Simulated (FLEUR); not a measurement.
# Collinear magnetic orders of AlNi3 with FLEUR

Wanted: the moments of AlNi3 and the energy of each order that was tried.

Method: PBE; all-electron FLAPW, Dirac cores, scalar-relativistic bands, in FLEUR MaX-R8.1.

Most raw output is cut from this account.

**1. The starting structure**

It takes space group Pm-3m (No. 221, cubic). The conventional cell has a = 3.523 Å, b = 3.523 Å, c = 3.523 Å, α = 90.00°, β = 90.00°, γ = 90.00°. Al has 12 Ni at 2.49 Å nearest. Nearest to Ni lie 4 Al at 2.49 Å and 8 Ni at 2.49 Å. Farther neighbours are not listed.

The cell comes from a database of computed structures and need not be the stable phase.

**2. Run 1 (ferro +++)**

The parallel start comes first: it shows whether parallel moments hold.

inpgen writes inp.xml from crystal.txt; cutoffs, mixing, functional, smearing and local orbitals are then set in the file. The k list default-1 (kpts.xml, not shown) is a Γ-centred 10×10×10 mesh; where the ranks do not divide the number of points, some are split in two of half the weight.

The input, inp.xml:

```
<?xml version="1.0" encoding="UTF-8" standalone="no"?>
<fleurInput fleurInputVersion="0.39">
   <comment>
      AlNi3
   </comment>
   <calculationSetup>
      <cutoffs Kmax="4.14" Gmax="12.4" GmaxXC="12.4" numbands="0"/>
      <scfLoop itmax="90" minDistance="0.00002" maxIterBroyd="15" imix="Anderson" alpha="0.05" precondParam="0.0" spinf="2.0" sdNocoIR="T"/>
      <coreElectrons ctail="T" frcor="F" kcrel="0" coretail_lmax="0"/>
      <xcFunctional name="pbe" relativisticCorrections="F"/>
      <magnetism jspins="2"/>
      <soc l_soc="F" theta="0.0" phi="0.0" spav="F"/>
      <expertModes spex="0" secvar="F"/>
      <geometryOptimization l_f="F" forcealpha="1.0" forcemix="BFGS" epsdisp="0.00001" epsforce="0.00001"/>
      <ldaU l_linMix="F" mixParam="0.05" spinf="1.0"/>
   </calculationSetup>
   <cell>
      <bzIntegration valenceElectrons="57.0" mode="hist" fermiSmearingEnergy="0.00183747">
         <kPointListSelection listName="default-1"/>
         <xi:include xmlns:xi="http://www.w3.org/2001/XInclude" href="kpts.xml"> </xi:include>
      </bzIntegration>
      <xi:include xmlns:xi="http://www.w3.org/2001/XInclude" href="sym.xml"> </xi:include>
      <bulkLattice scale="1.0">
         <bravaisMatrix>
            <row-1>    6.6576085554405022     0.0000000000000000     0.0000000000000000</row-1>
            <row-2>    0.0000000000000000     6.6576085554405022     0.0000000000000000</row-2>
            <row-3>    0.0000000000000000     0.0000000000000000     6.6576085554405022</row-3>
         </bravaisMatrix>
      </bulkLattice>
   </cell>
   <atomSpecies>
      <species name="Aluminum (Al)" element="Al" atomicNumber="13">
         <mtSphere radius="1.81" gridPoints="599" logIncrement="0.019"/>
         <atomicCutoffs lmax="8" lnonsphr="6"/>
         <electronConfig flipSpins="F">
            <coreConfig>(1s1/2) (2s1/2) (2p1/2) (2p3/2)</coreConfig>
            <valenceConfig>(3s1/2) (3p1/2) (3p3/2)</valenceConfig>
            <stateOccupation state="(3p1/2)" spinUp="0.166667" spinDown="0.166667"/>
            <stateOccupation state="(3p3/2)" spinUp="0.333333" spinDown="0.333333"/>
         </electronConfig>
         <energyParameters s="3" p="3" d="3" f="4"/>
      </species>
      <species name="Nickel (Ni1.001" element="Ni" atomicNumber="28">
         <mtSphere radius="2.29" gridPoints="757" logIncrement="0.016"/>
         <atomicCutoffs lmax="8" lnonsphr="6"/>
         <electronConfig flipSpins="F">
            <coreConfig>(1s1/2) (2s1/2) (2p1/2) (2p3/2)</coreConfig>
            <valenceConfig>(3s1/2) (3p1/2) (3p3/2) (4s1/2) (3d3/2) (3d5/2)</valenceConfig>
            <stateOccupation state="(3d3/2)" spinUp="1.6" spinDown="1.6"/>
            <stateOccupation state="(3d5/2)" spinUp="2.9005" spinDown="1.8995"/>
         </electronConfig>
         <energyParameters s="4" p="4" d="3" f="4"/>
         <lo type="SCLO" l="0" n="3" eDeriv="0"/>
         <lo type="SCLO" l="1" n="3" eDeriv="0"/>
      </species>
   </atomSpecies>
   <atomGroups>
      <atomGroup species="Aluminum (Al)">
         <relPos label="                   1">.0000000000 .0000000000 .0000000000</relPos>
         <force calculate="T" relaxXYZ="TTT"/>
      </atomGroup>
      <atomGroup species="Nickel (Ni1.001">
         <relPos label="                   2">.0000000000 1.000/2.000 1.000/2.000</relPos>
         <relPos label="                   3">1.000/2.000 .0000000000 1.000/2.000</relPos>
         <relPos label="                   4">1.000/2.000 1.000/2.000 .0000000000</relPos>
         <force calculate="T" relaxXYZ="TTT"/>
      </atomGroup>
   </atomGroups>
   <output dos="F" band="F" slice="F">
      <bandDOS minEnergy="-.5*Htr" maxEnergy="0.5*Htr" sigma="0.015" storeEVData="T"/>
      <plotting iplot="0" polar="F">
         <plot TwoD="T" vec1="  1.0  0.0  0.0" vec2="  0.0  1.0  0.0" vec3="  0.0  0.0  1.0" zero="  0.0  0.0  0.0" file="plot"/>
      </plotting>
      <moessbauerParams electricFieldGradient="F" isomerShift="F" coreHyperfine="F" valenceHyperfine="F"/>
   </output>
</fleurInput>
```

The input, crystal.txt:

```
AlNi3
&input film=F cartesian=F /
3.52305472670  0.00000000000  0.00000000000
0.00000000000  3.52305472670  0.00000000000
0.00000000000  0.00000000000  3.52305472670
1.8897261246
1.0 1.0 1.0

4
13 0.00000000000  0.00000000000  0.00000000000
28 0.00000000000  0.50000000000  0.50000000000 : 1.001
28 0.50000000000  0.00000000000  0.50000000000 : 1.001
28 0.50000000000  0.50000000000  0.00000000000 : 1.001

&kpt div1=10 div2=10 div3=10 gamma=T /
```

The run is started by

```bash
$ OMP_NUM_THREADS=1 inpgen -f crystal.txt > inpgen.log  # inp.xml is then edited as shown
$ OMP_NUM_THREADS=1 mpirun -n 4 fleur_MPI > fleur.log
```

It took 89 s on 4 MPI ranks of Intel Xeon Platinum 8259CL at 2.50GHz (Skylake/Cascade Lake), shared host; peak memory 0.25 GiB.

Spin moment in the muffin-tin sphere by atom:

| atom | spin moment in the muffin-tin sphere (μB) |
| --- | --- |
| Al1 | -0.008 |
| Ni2 | 0.253 |
| Ni3 | 0.253 |
| Ni4 | 0.253 |

This step gave:

- free energy: -130761.1860 eV
- program's band gap on this mesh (in a metal only a level spacing): 0.003878 eV
- magnetization: 0.6909 μB
- final state: ferromagnetic

After 25 cycles the largest moment stands at 0.253 μB.

**3. Run 2 (antiferro q=(0,1/2,1/2) +-+-+-)**

An opposed order shows whether neighbours prefer unlike signs.

The cell is doubled to 8 atoms to hold this order. The mesh is halved along the doubled vector, so that both cells sample the same points. The k list default-1 (kpts.xml, not shown) is a Γ-centred 10×5×10 mesh.

Changes to inp.xml since step 2:

```diff
@@ -17,3 +17,3 @@
    <cell>
-      <bzIntegration valenceElectrons="57.0" mode="hist" fermiSmearingEnergy="0.00183747">
+      <bzIntegration valenceElectrons="114.0" mode="hist" fermiSmearingEnergy="0.00183747">
          <kPointListSelection listName="default-1"/>
@@ -25,4 +25,4 @@
             <row-1>    6.6576085554405022     0.0000000000000000     0.0000000000000000</row-1>
-            <row-2>    0.0000000000000000     6.6576085554405022     0.0000000000000000</row-2>
-            <row-3>    0.0000000000000000     0.0000000000000000     6.6576085554405022</row-3>
+            <row-2>    0.0000000000000000    13.3152171108810045     0.0000000000000000</row-2>
+            <row-3>    0.0000000000000000     6.6576085554405022     6.6576085554405022</row-3>
          </bravaisMatrix>
@@ -55,2 +55,15 @@
       </species>
+      <species name="Nickel (Ni-1.001" element="Ni" atomicNumber="28">
+         <mtSphere radius="2.29" gridPoints="757" logIncrement="0.016"/>
+         <atomicCutoffs lmax="8" lnonsphr="6"/>
+         <electronConfig flipSpins="F">
+            <coreConfig>(1s1/2) (2s1/2) (2p1/2) (2p3/2)</coreConfig>
+            <valenceConfig>(3s1/2) (3p1/2) (3p3/2) (4s1/2) (3d3/2) (3d5/2)</valenceConfig>
+            <stateOccupation state="(3d3/2)" spinUp="1.6" spinDown="1.6"/>
+            <stateOccupation state="(3d5/2)" spinUp="1.8995" spinDown="2.9005"/>
+         </electronConfig>
+         <energyParameters s="4" p="4" d="3" f="4"/>
+         <lo type="SCLO" l="0" n="3" eDeriv="0"/>
+         <lo type="SCLO" l="1" n="3" eDeriv="0"/>
+      </species>
    </atomSpecies>
@@ -61,6 +74,28 @@
       </atomGroup>
+      <atomGroup species="Aluminum (Al)">
+         <relPos label="                   2">.0000000000 1.000/2.000 .0000000000</relPos>
+         <force calculate="T" relaxXYZ="TTT"/>
+      </atomGroup>
       <atomGroup species="Nickel (Ni1.001">
-         <relPos label="                   2">.0000000000 1.000/2.000 1.000/2.000</relPos>
-         <relPos label="                   3">1.000/2.000 .0000000000 1.000/2.000</relPos>
-         <relPos label="                   4">1.000/2.000 1.000/2.000 .0000000000</relPos>
+         <relPos label="                   3">.0000000000 .0000000000 1.000/2.000</relPos>
+         <force calculate="T" relaxXYZ="TTT"/>
+      </atomGroup>
+      <atomGroup species="Nickel (Ni-1.001">
+         <relPos label="                   4">.0000000000 1.000/2.000 1.000/2.000</relPos>
+         <force calculate="T" relaxXYZ="TTT"/>
+      </atomGroup>
+      <atomGroup species="Nickel (Ni1.001">
+         <relPos label="                   5">1.000/2.000 -1.000/4.000 1.000/2.000</relPos>
+         <force calculate="T" relaxXYZ="TTT"/>
+      </atomGroup>
+      <atomGroup species="Nickel (Ni-1.001">
+         <relPos label="                   6">1.000/2.000 1.000/4.000 1.000/2.000</relPos>
+         <force calculate="T" relaxXYZ="TTT"/>
+      </atomGroup>
+      <atomGroup species="Nickel (Ni1.001">
+         <relPos label="                   7">1.000/2.000 1.000/4.000 .0000000000</relPos>
+         <force calculate="T" relaxXYZ="TTT"/>
+      </atomGroup>
+      <atomGroup species="Nickel (Ni-1.001">
+         <relPos label="                   8">1.000/2.000 -1.000/4.000 .0000000000</relPos>
          <force calculate="T" relaxXYZ="TTT"/>
```

The input, crystal.txt:

```
AlNi3
&input film=F cartesian=F /
3.52305472670  0.00000000000  0.00000000000
0.00000000000  7.04610945340  0.00000000000
0.00000000000  3.52305472670  3.52305472670
1.8897261246
1.0 1.0 1.0

8
13 0.00000000000  0.00000000000  0.00000000000
13 0.00000000000  0.50000000000  0.00000000000
28 0.00000000000  0.00000000000  0.50000000000 : 1.001
28 0.00000000000  0.50000000000  0.50000000000 : -1.001
28 0.50000000000  0.75000000000  0.50000000000 : 1.001
28 0.50000000000  0.25000000000  0.50000000000 : -1.001
28 0.50000000000  0.25000000000  0.00000000000 : 1.001
28 0.50000000000  0.75000000000  0.00000000000 : -1.001

&kpt div1=10 div2=5 div3=10 gamma=T /
```

It took 16 min on 4 MPI ranks; peak memory 1 GiB.

The run was cut off at its time limit.

After 10 cycles the density distance stands at 1.8 me/bohr³, above the threshold of 2e-05.

**4. Start 3: antiferro q=(0,0,1/2) +-+-+-**

Reversing part of the moments tests the sign of the couplings between them.

The cell is doubled to 8 atoms to hold this order. The mesh is halved along the doubled vector, so that both cells sample the same points. The k list default-1 (kpts.xml, not shown) is a Γ-centred 10×10×5 mesh.

Changes to inp.xml since step 3:

```diff
@@ -25,4 +25,4 @@
             <row-1>    6.6576085554405022     0.0000000000000000     0.0000000000000000</row-1>
-            <row-2>    0.0000000000000000    13.3152171108810045     0.0000000000000000</row-2>
-            <row-3>    0.0000000000000000     6.6576085554405022     6.6576085554405022</row-3>
+            <row-2>    0.0000000000000000     6.6576085554405022     0.0000000000000000</row-2>
+            <row-3>    0.0000000000000000     0.0000000000000000    13.3152171108810045</row-3>
          </bravaisMatrix>
@@ -75,3 +75,3 @@
       <atomGroup species="Aluminum (Al)">
-         <relPos label="                   2">.0000000000 1.000/2.000 .0000000000</relPos>
+         <relPos label="                   2">.0000000000 .0000000000 1.000/2.000</relPos>
          <force calculate="T" relaxXYZ="TTT"/>
@@ -79,3 +79,4 @@
       <atomGroup species="Nickel (Ni1.001">
-         <relPos label="                   3">.0000000000 .0000000000 1.000/2.000</relPos>
+         <relPos label="                   3">.0000000000 1.000/2.000 1.000/4.000</relPos>
+         <relPos label="                   5">1.000/2.000 .0000000000 1.000/4.000</relPos>
          <force calculate="T" relaxXYZ="TTT"/>
@@ -83,3 +84,4 @@
       <atomGroup species="Nickel (Ni-1.001">
-         <relPos label="                   4">.0000000000 1.000/2.000 1.000/2.000</relPos>
+         <relPos label="                   4">.0000000000 1.000/2.000 -1.000/4.000</relPos>
+         <relPos label="                   6">1.000/2.000 .0000000000 -1.000/4.000</relPos>
          <force calculate="T" relaxXYZ="TTT"/>
@@ -87,3 +89,3 @@
       <atomGroup species="Nickel (Ni1.001">
-         <relPos label="                   5">1.000/2.000 -1.000/4.000 1.000/2.000</relPos>
+         <relPos label="                   7">1.000/2.000 1.000/2.000 .0000000000</relPos>
          <force calculate="T" relaxXYZ="TTT"/>
@@ -91,11 +93,3 @@
       <atomGroup species="Nickel (Ni-1.001">
-         <relPos label="                   6">1.000/2.000 1.000/4.000 1.000/2.000</relPos>
-         <force calculate="T" relaxXYZ="TTT"/>
-      </atomGroup>
-      <atomGroup species="Nickel (Ni1.001">
-         <relPos label="                   7">1.000/2.000 1.000/4.000 .0000000000</relPos>
-         <force calculate="T" relaxXYZ="TTT"/>
-      </atomGroup>
-      <atomGroup species="Nickel (Ni-1.001">
-         <relPos label="                   8">1.000/2.000 -1.000/4.000 .0000000000</relPos>
+         <relPos label="                   8">1.000/2.000 1.000/2.000 1.000/2.000</relPos>
          <force calculate="T" relaxXYZ="TTT"/>
```

The input, crystal.txt:

```
AlNi3
&input film=F cartesian=F /
3.52305472670  0.00000000000  0.00000000000
0.00000000000  3.52305472670  0.00000000000
0.00000000000  0.00000000000  7.04610945340
1.8897261246
1.0 1.0 1.0

8
13 0.00000000000  0.00000000000  0.00000000000
13 0.00000000000  0.00000000000  0.50000000000
28 0.00000000000  0.50000000000  0.25000000000 : 1.001
28 0.00000000000  0.50000000000  0.75000000000 : -1.001
28 0.50000000000  0.00000000000  0.25000000000 : 1.001
28 0.50000000000  0.00000000000  0.75000000000 : -1.001
28 0.50000000000  0.50000000000  0.00000000000 : 1.001
28 0.50000000000  0.50000000000  0.50000000000 : -1.001

&kpt div1=10 div2=10 div3=5 gamma=T /
```

It took 17 min on 4 MPI ranks; peak memory 0.6 GiB.

The run was cut off at its time limit.

After 28 cycles the density distance stands at 8.8e-4 me/bohr³, above the threshold of 2e-05.

**5. Run 4 (antiferro q=(1/2,1/2,1/2) +-+-+-)**

This order needs a doubled cell of 8 atoms. The mesh is halved along the doubled vector, so that both cells sample the same points. The k list default-1 (kpts.xml, not shown) is a Γ-centred 5×10×10 mesh.

Changes to inp.xml since step 4:

```diff
@@ -24,5 +24,5 @@
          <bravaisMatrix>
-            <row-1>    6.6576085554405022     0.0000000000000000     0.0000000000000000</row-1>
-            <row-2>    0.0000000000000000     6.6576085554405022     0.0000000000000000</row-2>
-            <row-3>    0.0000000000000000     0.0000000000000000    13.3152171108810045</row-3>
+            <row-1>   13.3152171108810045     0.0000000000000000     0.0000000000000000</row-1>
+            <row-2>    6.6576085554405022     6.6576085554405022     0.0000000000000000</row-2>
+            <row-3>    6.6576085554405022     0.0000000000000000     6.6576085554405022</row-3>
          </bravaisMatrix>
@@ -75,3 +75,3 @@
       <atomGroup species="Aluminum (Al)">
-         <relPos label="                   2">.0000000000 .0000000000 1.000/2.000</relPos>
+         <relPos label="                   2">1.000/2.000 .0000000000 .0000000000</relPos>
          <force calculate="T" relaxXYZ="TTT"/>
@@ -79,4 +79,3 @@
       <atomGroup species="Nickel (Ni1.001">
-         <relPos label="                   3">.0000000000 1.000/2.000 1.000/4.000</relPos>
-         <relPos label="                   5">1.000/2.000 .0000000000 1.000/4.000</relPos>
+         <relPos label="                   3">1.000/2.000 1.000/2.000 1.000/2.000</relPos>
          <force calculate="T" relaxXYZ="TTT"/>
@@ -84,4 +83,3 @@
       <atomGroup species="Nickel (Ni-1.001">
-         <relPos label="                   4">.0000000000 1.000/2.000 -1.000/4.000</relPos>
-         <relPos label="                   6">1.000/2.000 .0000000000 -1.000/4.000</relPos>
+         <relPos label="                   4">.0000000000 1.000/2.000 1.000/2.000</relPos>
          <force calculate="T" relaxXYZ="TTT"/>
@@ -89,3 +87,4 @@
       <atomGroup species="Nickel (Ni1.001">
-         <relPos label="                   7">1.000/2.000 1.000/2.000 .0000000000</relPos>
+         <relPos label="                   5">.0000000000 .0000000000 1.000/2.000</relPos>
+         <relPos label="                   7">.0000000000 1.000/2.000 .0000000000</relPos>
          <force calculate="T" relaxXYZ="TTT"/>
@@ -93,3 +92,4 @@
       <atomGroup species="Nickel (Ni-1.001">
-         <relPos label="                   8">1.000/2.000 1.000/2.000 1.000/2.000</relPos>
+         <relPos label="                   6">1.000/2.000 .0000000000 1.000/2.000</relPos>
+         <relPos label="                   8">1.000/2.000 1.000/2.000 .0000000000</relPos>
          <force calculate="T" relaxXYZ="TTT"/>
```

The input, crystal.txt:

```
AlNi3
&input film=F cartesian=F /
7.04610945340  0.00000000000  0.00000000000
3.52305472670  3.52305472670  0.00000000000
3.52305472670  0.00000000000  3.52305472670
1.8897261246
1.0 1.0 1.0

8
13 0.00000000000  0.00000000000  0.00000000000
13 0.50000000000  0.00000000000  0.00000000000
28 0.50000000000  0.50000000000  0.50000000000 : 1.001
28 0.00000000000  0.50000000000  0.50000000000 : -1.001
28 0.00000000000  0.00000000000  0.50000000000 : 1.001
28 0.50000000000  0.00000000000  0.50000000000 : -1.001
28 0.00000000000  0.50000000000  0.00000000000 : 1.001
28 0.50000000000  0.50000000000  0.00000000000 : -1.001

&kpt div1=5 div2=10 div3=10 gamma=T /
```

Wall time 19 min (4 MPI ranks); peak memory 0.72 GiB.

The run was cut off at its time limit.

After 17 cycles the density distance stands at 0.019 me/bohr³, above the threshold of 2e-05.

(Continued in part 2 of 2.)

[Logs and program files are shortened in this print: banners, set-up blocks, solver, clock and traceback lines can be left out without a mark of their own.]

[Logs are printed without paths, hosts, clocks, repeated set-up lines and the standing remarks that a program may print on its own settings, such as how far it seeks lower states.]

[Hosts, paths, dates, database ids (printed as entryN), source tags and the programs' standing remarks are cut or masked in the printed files.]

[Where a cell is said to come from a database of computed structures, the database is the Materials Project.]
